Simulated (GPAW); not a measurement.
Consider CsGeCl3 (R3m).

```cif
data_structure
_symmetry_space_group_name_H-M 'P 1'
_symmetry_Int_Tables_number 1
_cell_length_a 5.4619
_cell_length_b 5.4619
_cell_length_c 5.4619
_cell_angle_alpha 89.546
_cell_angle_beta 89.546
_cell_angle_gamma 89.546
_cell_volume 162.93
loop_
_atom_site_label
_atom_site_type_symbol
_atom_site_fract_x
_atom_site_fract_y
_atom_site_fract_z
_atom_site_occupancy
Cs1 Cs 0.99840 0.99840 0.99840 1
Ge2 Ge 0.51553 0.51553 0.51553 1
Cl3 Cl 0.94864 0.49671 0.49671 1
Cl4 Cl 0.49671 0.94864 0.49671 1
Cl5 Cl 0.49671 0.49671 0.94864 1
```

Absorber: atom 3, with 1 Ge at 2.37 Å (terminal, site symmetry m). Method: GPAW, LDA, full core hole (charged cell), 5-atom cell with 5.5 Å between holes, 4×4×4 k points, dipole transitions, Gaussian full width 0.9 eV up to 4 eV, rising linearly to 3.5 eV at 25 eV.

Q: Where do the maxima of the Cl K edge fall?

Main maxima up to 24 eV above the zero (height): 1.4 eV (1.54), 2.4 eV (1.58), 5.0 eV (1.21), 6.5 eV (1.08), 15.0 eV (1.36) and 21.2 eV (1.15). A K edge sees empty p states on the absorber. The total-energy difference plus the lowest empty eigenvalue puts the zero at 2825.24 eV. One term is added: -17.80 eV, since the hole is spin-paired here and a spin-polarised one costs that much less in the free atom (computed apart). The photon energy is then 2807.44 eV. The functional and the charged cell's background leave an error in such absolute values: in the free atom LDA prices this hole 9.7 eV below PBE (computed apart), and PBE is itself good to a few eV.

The Cl K spectrum (energy from the lowest empty level; intensity scaled to a mean of 1 over the first 20 eV; polarised curves are means over the symmetry-equivalent atoms):

| E (eV) | isotropic | ε ⊥ c | ε ∥ c |
| --- | --- | --- | --- |
| -2.0 | 0.00 | 0.00 | 0.00 |
| -1.5 | 0.00 | 0.00 | 0.00 |
| -1.0 | 0.00 | 0.00 | 0.00 |
| -0.5 | 0.01 | 0.01 | 0.01 |
| 0.0 | 0.07 | 0.08 | 0.07 |
| 0.5 | 0.31 | 0.32 | 0.27 |
| 1.0 | 1.09 | 1.12 | 1.01 |
| 1.5 | 1.52 | 1.56 | 1.46 |
| 2.0 | 1.39 | 1.41 | 1.33 |
| 2.5 | 1.54 | 1.57 | 1.49 |
| 3.0 | 0.79 | 0.80 | 0.78 |
| 3.5 | 0.48 | 0.49 | 0.48 |
| 4.0 | 0.85 | 0.84 | 0.85 |
| 4.5 | 1.11 | 1.15 | 1.01 |
| 5.0 | 1.21 | 1.29 | 1.06 |
| 5.5 | 1.07 | 1.11 | 0.99 |
| 6.0 | 1.03 | 1.02 | 1.03 |
| 6.5 | 1.08 | 1.08 | 1.08 |
| 7.0 | 0.99 | 1.00 | 0.97 |
| 7.5 | 0.85 | 0.85 | 0.85 |
| 8.0 | 0.73 | 0.73 | 0.73 |
| 8.5 | 0.67 | 0.68 | 0.66 |
| 9.0 | 0.65 | 0.67 | 0.63 |
| 9.5 | 0.65 | 0.67 | 0.63 |
| 10.0 | 0.68 | 0.70 | 0.65 |
| 10.5 | 0.74 | 0.76 | 0.70 |
| 11.0 | 0.83 | 0.85 | 0.78 |
| 11.5 | 0.88 | 0.90 | 0.84 |
| 12.0 | 0.91 | 0.92 | 0.89 |
| 12.5 | 0.93 | 0.93 | 0.94 |
| 13.0 | 1.00 | 0.98 | 1.03 |
| 13.5 | 1.11 | 1.08 | 1.18 |
| 14.0 | 1.24 | 1.18 | 1.35 |
| 14.5 | 1.33 | 1.26 | 1.47 |
| 15.0 | 1.36 | 1.28 | 1.52 |
| 15.5 | 1.33 | 1.27 | 1.47 |
| 16.0 | 1.28 | 1.23 | 1.36 |
| 16.5 | 1.21 | 1.19 | 1.24 |
| 17.0 | 1.14 | 1.14 | 1.13 |
| 17.5 | 1.08 | 1.10 | 1.05 |
| 18.0 | 1.05 | 1.07 | 1.01 |
| 18.5 | 1.05 | 1.07 | 1.00 |
| 19.0 | 1.06 | 1.08 | 1.02 |
| 19.5 | 1.09 | 1.11 | 1.04 |
| 20.0 | 1.12 | 1.15 | 1.07 |
| 20.5 | 1.14 | 1.17 | 1.08 |
| 21.0 | 1.15 | 1.19 | 1.09 |
| 21.5 | 1.15 | 1.18 | 1.09 |
| 22.0 | 1.14 | 1.16 | 1.08 |
| 22.5 | 1.11 | 1.13 | 1.07 |
| 23.0 | 1.08 | 1.09 | 1.05 |
| 23.5 | 1.05 | 1.05 | 1.04 |
| 24.0 | 1.03 | 1.03 | 1.03 |
| 24.5 | 1.03 | 1.02 | 1.04 |
| 25.0 | 1.04 | 1.03 | 1.06 |
| 25.5 | 1.06 | 1.05 | 1.09 |
| 26.0 | 1.09 | 1.07 | 1.12 |
| 26.5 | 1.12 | 1.10 | 1.17 |
| 27.0 | 1.16 | 1.12 | 1.22 |
| 27.5 | 1.19 | 1.15 | 1.27 |
| 28.0 | 1.22 | 1.17 | 1.31 |
| 28.5 | 1.23 | 1.18 | 1.33 |
| 29.0 | 1.23 | 1.18 | 1.32 |
| 29.5 | 1.20 | 1.16 | 1.28 |
| 30.0 | 1.16 | 1.12 | 1.22 |
| 30.5 | 1.10 | 1.07 | 1.15 |
| 31.0 | 1.04 | 1.02 | 1.08 |
| 31.5 | 0.98 | 0.96 | 1.01 |
| 32.0 | 0.93 | 0.92 | 0.96 |

The holes are only 5.5 Å apart, so the shape is probably not converged with cell size; no larger cell was run here. The mesh is coarse (0.29 Å⁻¹ between points), so small maxima may be mesh ripples. The structure is a computed Materials Project entry and may be a hypothetical form.

[Banner, clock and machine lines of the logs are left out without a mark of their own.]

[Logs are printed without paths, hosts, clocks, repeated set-up lines and the standing remarks that a program may print on its own settings, such as how far it seeks lower states.]

[Hosts, paths, dates, database ids (printed as entryN), source tags and the programs' standing remarks are cut or masked in the printed files.]

[Lists of maxima count a maximum above −3 eV only where it reaches 4 % of the highest in the window and stands out from its surroundings by 2 % of it (1.5 % where it reaches 55 %); shoulders and weaker maxima are passed over, and of the rest the first, up to two pre-edge ones and the few strongest are named.]
